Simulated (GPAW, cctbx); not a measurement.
# Reading charge transfer from structure factors

Na3BiBr6, Fm-3m (no. 225), a = 11.4372 Å, b = 11.4372 Å, c = 11.4372 Å, α = 90.00°, β = 90.00°, γ = 90.00°.

```
atom  mult.    x    y       z
 Bi1      4    0    0       0
 Br1     24    0    0  0.7506
 Na1      4  1/2    0       0
 Na2      8  1/4  3/4     3/4
```

The start was made by putting kin elements into a known structure type; the compound need not exist, or be stable, in this form.

Absolute values of the static structure factors of the conventional cell from DFT (PBE, GPAW) against free spherical atoms, in electrons:

```
hkl  d (Å)  free atoms  crystal
111  6.603      283.01   282.29
020  5.719      541.31   543.26
022  4.044      167.90   164.35
131  3.448      261.67   261.31
222  3.302      459.99   462.82
040  2.859     1086.96  1088.48
133  2.624      245.72   245.53
042  2.557      472.39   472.71
242  2.335      156.25   156.96
333  2.201      232.94   232.78
```

**Question.** Which way does charge move, and which reflections show it best?

Project each element's phase sum on the total phase. |F| rises if density moves to atoms that scatter in phase and falls if it moves to atoms that scatter against it; the rule is for low angles, since changes of shape take over beyond. Where all elements are in phase the terms compete, and the compactness of the donor's and the acceptor's density matters too.

| hkl | Bi in phase | Br in phase | Na in phase | change (e) | (%) |
| --- | --- | --- | --- | --- | --- |
| 111 | +4.0 | +0.1 | -4.0 | -0.73 | -0.3 |
| 020 | +4.0 | +8.0 | -4.0 | +1.95 | +0.4 |
| 022 | +4.0 | -8.0 | +12.0 | -3.55 | -2.1 |
| 131 | +4.0 | 0.0 | -4.0 | -0.36 | -0.1 |
| 222 | -4.0 | +24.0 | +4.0 | +2.83 | +0.6 |
| 040 | +4.0 | +24.0 | +12.0 | +1.52 | +0.1 |
| 133 | +4.0 | -0.2 | -4.0 | -0.19 | -0.1 |
| 042 | +4.0 | +8.0 | -4.0 | +0.32 | +0.1 |

Low-angle reflections that set elements apart and change by more than 0.05 e: 111, 020, 022, 131, 222, 133 and 042. The signs fit a gain of density on Br and a loss on Bi and Na. The best witness is 022, -2.1 %, where Br enters with -8.0. The real-space density agrees: Voronoi charges Bi +0.51, Br -0.27, Na +0.37 e. The shortest bond, Bi–Br, has Δρ = +0.03 e/Å³ at its midpoint.

[Outputs are excerpts: Python notices, other lines and further rows are left out; steps that failed or that the build refused (PBEsol, TPSS) are not shown.]

[Logs are printed without paths, hosts, clocks, repeated set-up lines and the standing remarks that a program may print on its own settings, such as how far it seeks lower states.]
